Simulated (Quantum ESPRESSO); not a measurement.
# The valence band of Al2Pt as photoemission sees it, part 4 of 21

Aim: the valence spectrum of Al2Pt from He I to hard X-rays, and which orbitals make each feature.

Quantum ESPRESSO 7.5; DFT, PBEsol, plane waves, ultrasoft GBRV pseudopotentials, scalar-relativistic (the session's first sound run).

So far. Step 2 (The base run: self-consistent run): The run ends at a pressure of -1.42 GPa. Step 4 (Projected DOS and spectra): At the Fermi level the DOS is 1.11 states/eV a cell, and on the broadened curves Al 3p holds 46 % of the total there.

The database entry behind the starting cell differs from later determinations by our own check (0.1 to 0.3 % short, probably kX units), so it need not match the best structure at ambient conditions.

## 5. The base run: bands

The bands are solved at chosen points on the fixed potential.

bands.in

```
&control
  calculation = 'bands'
  prefix = 'pes'
  outdir = './tmp'
  pseudo_dir = './pp'
  verbosity = 'high'
/
&system
  ibrav = 0
  nat = 3
  ntyp = 2
  ecutwfc = 40.0
  ecutrho = 200.0
  occupations = 'smearing'
  nbnd = 21
  smearing = 'fd'
  degauss = 0.00367
/
&electrons
  conv_thr = 1.8e-08
  mixing_beta = 0.5
  electron_maxstep = 120
  diago_full_acc = .true.
/
ATOMIC_SPECIES
Pt 195.0840 pt_pbesol_v1.4.uspp.F.UPF
Al 26.9815 al_pbesol_v1.uspp.F.UPF
CELL_PARAMETERS angstrom
 0.000000000 2.955000000 2.955000000
 2.955000000 0.000000000 2.955000000
 2.955000000 2.955000000 0.000000000
ATOMIC_POSITIONS crystal
Pt 0.000000000 0.000000000 0.000000000
Al 0.750000000 0.750000000 0.750000000
Al 0.250000000 0.250000000 0.250000000
K_POINTS crystal
92
 0.00000000 0.00000000 0.00000000 1
 0.03333333 0.00000000 0.03333333 1
 0.06666667 0.00000000 0.06666667 1
 0.10000000 0.00000000 0.10000000 1
 0.13333333 0.00000000 0.13333333 1
 0.16666667 0.00000000 0.16666667 1
 ! [... 84 more points ...]
 0.50000000 0.01666667 0.51666667 1
 0.50000000 0.00000000 0.50000000 1
```

The run is started by

```
$ OMP_NUM_THREADS=1 mpirun -n 4 pw.x -nk 4 -in bands.in > bands.out
```

Output:

```text
[banner, memory and clock lines left out]
Program PWSCF v.7.5 starts

          URL

     Atomic positions and unit cell read from directory:
     ./tmp/pes.save/

     Message from routine setup:
     using ibrav=0 with symmetry is DISCOURAGED, use correct ibrav instead

     G-vector sticks info

     bravais-lattice index     =            0
     lattice parameter (alat)  =       7.8972  a.u.
     unit-cell volume          =     348.2564 (a.u.)^3
     number of atoms/cell      =            3
     number of atomic types    =            2
     number of electrons       =        22.00
     number of Kohn-Sham states=           21
     kinetic-energy cutoff     =      40.0000  Ry
     charge density cutoff     =     200.0000  Ry
     Exchange-correlation= SLA  PW   PSX  PSC
                           (   1   4  10   8   0   0   0)

     celldm(1)=   7.897168  celldm(2)=   0.000000  celldm(3)=   0.000000
     celldm(4)=   0.000000  celldm(5)=   0.000000  celldm(6)=   0.000000

     crystal axes: (cart. coord. in units of alat)
               a(1) = (   0.000000   0.707107   0.707107 )
               a(2) = (   0.707107   0.000000   0.707107 )
               a(3) = (   0.707107   0.707107   0.000000 )

     reciprocal axes: (cart. coord. in units 2 pi/alat)
               b(1) = ( -0.707107  0.707107  0.707107 )
               b(2) = (  0.707107 -0.707107  0.707107 )
               b(3) = (  0.707107  0.707107 -0.707107 )

     PseudoPot. # 1 for Pt read from file:
     ./pp/pt_pbesol_v1.4.uspp.F.UPF
     Pseudo is Ultrasoft + core correction, Zval = 16.0
     Generated by new atomic code, or converted to UPF format
     Using radial grid of  985 points,  6 beta functions with:
                l(1) =   0
                l(2) =   0
                l(3) =   1
                l(4) =   1
                l(5) =   2
                l(6) =   2
     Q(r) pseudized with  8 coefficients,  rinner =    1.300   1.300   1.300
                                                       1.300   1.300

     PseudoPot. # 2 for Al read from file:
     ./pp/al_pbesol_v1.uspp.F.UPF
     Pseudo is Ultrasoft + core correction, Zval =  3.0
     Generated by new atomic code, or converted to UPF format
     Using radial grid of  893 points,  3 beta functions with:
                l(1) =   0
                l(2) =   1
                l(3) =   2
     Q(r) pseudized with  8 coefficients,  rinner =    0.900   0.900   0.900
                                                       0.900   0.900

     atomic species   valence    mass     pseudopotential
     Pt               16.00   195.08400     Pt( 1.00)
     Al                3.00    26.98150     Al( 1.00)

     48 Sym. Ops., with inversion, found

                                    s                        frac. trans.

      isym =  1     identity

 cryst.   s( 1) = (     1          0          0      )
                  (     0          1          0      )
                  (     0          0          1      )

 cart.    s( 1) = (  1.0000000 -0.0000000  0.0000000 )
                  ( -0.0000000  1.0000000  0.0000000 )
                  ( -0.0000000  0.0000000  1.0000000 )

      isym =  2     180 deg rotation - cart. axis [0,0,1]

 cryst.   s( 2) = (     0          1         -1      )
                  (     1          0         -1      )
                  (     0          0         -1      )

 cart.    s( 2) = ( -1.0000000  0.0000000  0.0000000 )
                  (  0.0000000 -1.0000000  0.0000000 )
                  (  0.0000000 -0.0000000  1.0000000 )

      isym =  3     180 deg rotation - cart. axis [0,1,0]

 cryst.   s( 3) = (     0         -1          1      )
                  (     0         -1          0      )
                  (     1         -1          0      )

 cart.    s( 3) = ( -1.0000000 -0.0000000 -0.0000000 )
                  (  0.0000000  1.0000000 -0.0000000 )
                  (  0.0000000  0.0000000 -1.0000000 )

      isym =  4     180 deg rotation - cart. axis [1,0,0]

 cryst.   s( 4) = (    -1          0          0      )
                  (    -1          0          1      )
                  (    -1          1          0      )

 cart.    s( 4) = (  1.0000000  0.0000000 -0.0000000 )
                  ( -0.0000000 -1.0000000 -0.0000000 )
                  ( -0.0000000 -0.0000000 -1.0000000 )

      isym =  5     180 deg rotation - cart. axis [1,1,0]

 cryst.   s( 5) = (    -1          0          1      )
[...]
cart.    s( 5) = ( -0.0000000  1.0000000 -0.0000000 )
[...]
isym =  6     180 deg rotation - cart. axis [1,-1,0]

 cryst.   s( 6) = (     0         -1          0      )
[...]
cart.    s( 6) = (  0.0000000 -1.0000000 -0.0000000 )
[...]
isym =  7      90 deg rotation - cart. axis [0,0,-1]

 cryst.   s( 7) = (     0          1          0      )
[...]
cart.    s( 7) = (  0.0000000  1.0000000  0.0000000 )
[...]
isym =  8      90 deg rotation - cart. axis [0,0,1]

 cryst.   s( 8) = (     1          0         -1      )
[...]
cart.    s( 8) = ( -0.0000000 -1.0000000  0.0000000 )
[...]
isym =  9     180 deg rotation - cart. axis [1,0,1]

 cryst.   s( 9) = (    -1          1          0      )
[...]
cart.    s( 9) = (  0.0000000  0.0000000  1.0000000 )
[...]
isym = 10     180 deg rotation - cart. axis [-1,0,1]

 cryst.   s(10) = (     0          0         -1      )
[...]
cart.    s(10) = ( -0.0000000  0.0000000 -1.0000000 )
[...]
isym = 11      90 deg rotation - cart. axis [0,1,0]

 cryst.   s(11) = (     0          0          1      )
[...]
cart.    s(11) = ( -0.0000000 -0.0000000  1.0000000 )
[...]
isym = 12      90 deg rotation - cart. axis [0,-1,0]

 cryst.   s(12) = (     1         -1          0      )
[...]
cart.    s(12) = (  0.0000000 -0.0000000 -1.0000000 )
[...]
isym = 13     180 deg rotation - cart. axis [0,1,1]

 cryst.   s(13) = (     1          0          0      )
[...]
cart.    s(13) = ( -1.0000000  0.0000000 -0.0000000 )
[...]
isym = 14     180 deg rotation - cart. axis [0,1,-1]

 cryst.   s(14) = (    -1          0          0      )
[...]
cart.    s(14) = ( -1.0000000 -0.0000000  0.0000000 )
[...]
isym = 15      90 deg rotation - cart. axis [-1,0,0]

 cryst.   s(15) = (     0         -1          1      )
[...]
cart.    s(15) = (  1.0000000 -0.0000000 -0.0000000 )
[...]
Dynamical RAM for                hpsi:       0.95 MB

     Dynamical RAM for                spsi:       0.95 MB

     Dynamical RAM for      wfcinit/wfcrot:       0.96 MB

     Dynamical RAM for           addusdens:      12.04 MB

     The potential is recalculated from file :
     ./tmp/pes.save/charge-density

     negative rho (up, down):  1.707E-01 0.000E+00
     Starting wfcs are   20 randomized atomic wfcs +    1 random wfcs

     Band Structure Calculation
     Davidson diagonalization with overlap

     Computing kpt #:     1  of    23 on this pool

     Computing kpt #:     2  of    23 on this pool

     Computing kpt #:     3  of    23 on this pool

     Computing kpt #:     4  of    23 on this pool

     Computing kpt #:     5  of    23 on this pool

     Computing kpt #:     6  of    23 on this pool

     Computing kpt #:     7  of    23 on this pool

     Computing kpt #:     8  of    23 on this pool

     Computing kpt #:     9  of    23 on this pool

     Computing kpt #:    10  of    23 on this pool

     Computing kpt #:    11  of    23 on this pool

     Computing kpt #:    12  of    23 on this pool

     Computing kpt #:    13  of    23 on this pool

     Computing kpt #:    14  of    23 on this pool

     Computing kpt #:    15  of    23 on this pool

     Computing kpt #:    16  of    23 on this pool

     Computing kpt #:    17  of    23 on this pool

     Computing kpt #:    18  of    23 on this pool

     Computing kpt #:    19  of    23 on this pool

     Computing kpt #:    20  of    23 on this pool

     Computing kpt #:    21  of    23 on this pool

     Computing kpt #:    22  of    23 on this pool

     Computing kpt #:    23  of    23 on this pool

     ethr =  8.18E-11,  avg # of iterations = 31.1

     End of band structure calculation

          k = 0.0000 0.0000 0.0000 (  1459 PWs)   bands (ev):

   -42.1522 -42.1522 -42.1522   0.7567   5.9444   5.9444   5.9444   7.3183
     7.3183  13.9295  14.8417  14.8417  14.8417  16.4189  16.4189  16.4189
    17.3133  17.3133  17.3133  18.9976  20.4473

          k = 0.0000 0.0471-0.0000 (  1459 PWs)   bands (ev):

   -42.1522 -42.1522 -42.1522   0.7773   5.9310   5.9520   5.9520   7.3076
     7.3233  13.9329  14.6437  14.6437  14.7354  16.4590  16.6248  16.6248
    17.1401  17.3451  17.3451  19.1249  20.4334

          k = 0.0000 0.0943-0.0000 (  1463 PWs)   bands (ev):

   -42.1523 -42.1522 -42.1522   0.8389   5.8916   5.9750   5.9750   7.2759
     7.3379  13.9425  14.2157  14.2157  14.4376  16.5785  16.7317  17.0561
    17.0561  17.4609  17.4609  19.4767  20.3921

          k =-0.0000 0.1414 0.0000 (  1459 PWs)   bands (ev):

   -42.1524 -42.1523 -42.1523   0.9415   5.8292   6.0133   6.0133   7.2241
     7.3617  13.7200  13.7200  13.9571  13.9887  16.2580  16.7753  17.4079
    17.4079  17.8030  17.8030  19.9950  20.3251

          k =-0.0000 0.1886 0.0000 (  1471 PWs)   bands (ev):

   -42.1527 -42.1523 -42.1523   1.0846   5.7479   6.0671   6.0671   7.1532
     7.3938  13.2108  13.2108  13.4255  13.9755  15.8168  17.0456  17.6240
    17.6240  18.3723  18.3723  20.2351  20.6263

          k = 0.0000 0.2357-0.0000 (  1463 PWs)   bands (ev):

   -42.1529 -42.1524 -42.1524   1.2677   5.6528   6.1366   6.1366   7.0659
     7.4332  12.7073  12.7073  12.7819  13.9961  15.4454  17.3844  17.8501
    17.8501  19.0036  19.0036  20.1257  21.3145

          k =-0.0000 0.2828 0.0000 (  1479 PWs)   bands (ev):

   -42.1532 -42.1526 -42.1526   1.4902   5.5491   6.2213   6.2213   6.9641
     7.4782  12.0904  12.2179  12.2179  14.0177  15.1481  17.7856  18.1120
    18.1120  19.6605  19.6605  20.0013  21.9302

          k =-0.0000 0.3300 0.0000 (  1479 PWs)   bands (ev):

   -42.1535 -42.1527 -42.1527   1.7511   5.4421   6.3213   6.3213   6.8501
     7.5272  11.3792  11.7478  11.7478  14.0395  14.9167  18.2420  18.4128
    18.4128  19.8673  20.3325  20.3325  22.3244

          k = 0.0000 0.3771-0.0000 (  1487 PWs)   bands (ev):

[...]
18.7514  19.7294  21.0122  21.0122  22.6192

          k = 0.0000 0.4243-0.0000 (  1491 PWs)   bands (ev):

[...]
19.2891  19.5936  21.6877  21.6877  22.9027

          k = 0.0000 0.4714-0.0000 (  1479 PWs)   bands (ev):

[...]
19.5328  19.8601  22.3321  22.3321  23.2003

          k =-0.0000 0.5185 0.0000 (  1487 PWs)   bands (ev):

[...]
19.9693  20.4442  22.8668  22.8668  23.5221

          k =-0.0000 0.5657 0.0000 (  1496 PWs)   bands (ev):

[...]
20.4303  21.0174  23.0978  23.0978  23.8734

          k =-0.0000 0.6128 0.0000 (  1500 PWs)   bands (ev):

[...]
20.9085  21.5374  22.9113  22.9113  24.2566

          k = 0.0000 0.6600-0.0000 (  1504 PWs)   bands (ev):

[...]
21.3834  21.9278  22.5172  22.5172  24.6706

          k = 0.0000 0.7071 0.0000 (  1524 PWs)   bands (ev):

[...]
21.6963  22.0789  22.2196  22.2196  25.0327

          k = 0.0118 0.7071 0.0118 (  1516 PWs)   bands (ev):

[...]
k = 0.0236 0.7071 0.0236 (  1504 PWs)   bands (ev):

[...]
k = 0.0354 0.7071 0.0354 (  1492 PWs)   bands (ev):

[...]
k = 0.0471 0.7071 0.0471 (  1492 PWs)   bands (ev):

[...]
k = 0.0589 0.7071 0.0589 (  1490 PWs)   bands (ev):

[...]
k = 0.0707 0.7071 0.0707 (  1490 PWs)   bands (ev):

[...]
k = 0.0825 0.7071 0.0825 (  1496 PWs)   bands (ev):

[...]
k = 0.0943 0.7071 0.0943 (  1498 PWs)   bands (ev):

[...]
k = 0.1061 0.7071 0.1061 (  1498 PWs)   bands (ev):

[...]
k = 0.1179 0.7071 0.1179 (  1494 PWs)   bands (ev):

[...]
k = 0.1296 0.7071 0.1296 (  1496 PWs)   bands (ev):

[...]
k = 0.1414 0.7071 0.1414 (  1496 PWs)   bands (ev):

[...]
k = 0.1532 0.7071 0.1532 (  1490 PWs)   bands (ev):

[...]
k = 0.1650 0.7071 0.1650 (  1490 PWs)   bands (ev):

[...]
k = 0.4596 0.4596-0.0000 (  1494 PWs)   bands (ev):

[...]
k = 0.4243 0.4243-0.0000 (  1500 PWs)   bands (ev):

[...]
k = 0.2121 0.2121-0.0000 (  1478 PWs)   bands (ev):

[...]
k = 0.1061 0.1061-0.0000 (  1458 PWs)   bands (ev):

[...]
20.6720  20.6720  21.5061  22.6670  23.9870

          k = 0.3536 0.3771 0.3300 (  1484 PWs)   bands (ev):

[...]
20.5875  20.6631  21.4808  22.7568  24.0111

          k = 0.3536 0.4007 0.3064 (  1484 PWs)   bands (ev):

[...]
20.3790  20.6229  21.4282  22.9709  24.0937

          k = 0.3536 0.4243 0.2828 (  1492 PWs)   bands (ev):

[...]
20.1231  20.5189  21.4031  23.2037  24.2632

          k = 0.3536 0.4478 0.2593 (  1486 PWs)   bands (ev):

   -42.1551 -42.1529 -42.1528   3.2697   4.9005   6.2206   6.3708   7.1846
     7.5134   7.5975  11.2438  11.7493  14.5814  16.2043  16.9911  17.1533
    19.8780  20.3331  21.4467  23.3797  24.5105

          k = 0.3536 0.4714 0.2357 (  1496 PWs)   bands (ev):

   -42.1550 -42.1531 -42.1528   3.3668   4.9076   6.1929   6.4257   7.1131
     7.5093   7.6352  10.9071  11.5958  14.6041  16.2042  17.3388  17.4731
    19.6936  20.0832  21.5600  23.4900  24.7340

          k = 0.3536 0.4950 0.2121 (  1490 PWs)   bands (ev):

   -42.1549 -42.1532 -42.1529   3.4841   4.9160   6.1604   6.4912   7.0222
     7.5080   7.6827  10.5572  11.4194  14.6699  16.2034  17.7053  17.7270
    19.6307  19.7979  21.7298  23.5594  24.9712

          k = 0.3536 0.5185 0.1886 (  1494 PWs)   bands (ev):

   -42.1548 -42.1534 -42.1529   3.6207   4.9258   6.1240   6.5644   6.9138
     7.5097   7.7398  10.2064  11.2284  14.7757  16.2025  17.8497  18.0744
    19.5042  19.7487  21.9459  23.6078  25.2052

          k = 0.3536 0.5421 0.1650 (  1498 PWs)   bands (ev):

[... further rows ...]
```

Wall time 7 s (4 MPI ranks of Arm Neoverse V1, shared host); 28 s of CPU time.

Electronic bands along the path, in eV, zero at the Fermi level; # counts the bands kept:

```tsv
point	#6	#7	#8	#9	#10	#11	#12	#13
Γ	-3.72	2.90	3.81	3.81	3.81	5.38	5.38	5.38
0.47 of the way	-3.51	0.34	0.71	0.71	3.00	3.88	7.21	7.38
X	-3.44	-3.23	-1.64	-1.64	3.11	3.32	8.09	10.66
0.47 of the way	-3.64	-3.37	-1.75	-1.37	3.19	3.81	7.62	9.88
U	-3.67	-3.08	-2.03	-0.64	3.25	5.38	6.76	8.50
jump to K	-3.67	-3.08	-2.03	-0.64	3.25	5.38	6.76	8.50
0.53 of the way	-3.57	-0.94	0.11	2.60	4.33	4.67	5.48	6.30
Γ	-3.72	2.90	3.81	3.81	3.81	5.38	5.38	5.38
0.53 of the way	-3.73	-1.22	2.12	2.12	3.71	5.32	5.40	5.40
L	-3.50	-3.50	1.00	1.00	3.69	5.13	5.13	5.31
0.47 of the way	-3.52	-3.29	-0.83	0.19	3.74	5.17	6.82	7.04
W	-3.28	-2.81	-2.81	-0.92	5.17	5.17	6.12	6.26
0.47 of the way	-3.48	-3.28	-2.07	-1.15	3.79	4.19	6.87	8.83
X	-3.44	-3.23	-1.64	-1.64	3.11	3.32	8.09	10.66
```

Of the bands kept, 3 cross the Fermi level on this path.

(Continued in part 5 of 21.)

[Logs are printed without paths, hosts, clocks, repeated set-up lines and the standing remarks that a program may print on its own settings, such as how far it seeks lower states.]

[Hosts, paths, dates, database ids (printed as entryN), source tags and the programs' standing remarks are cut or masked in the printed files.]

[Maps of the electrostatic potential energy from Ansatz leave out the sawtooth potential of an applied field or a dipole correction, so their vacuum need not be flat; work functions include it.]

[Peak lists hold at most the 14 tallest peaks of each spectrum; further lines can be left out.]
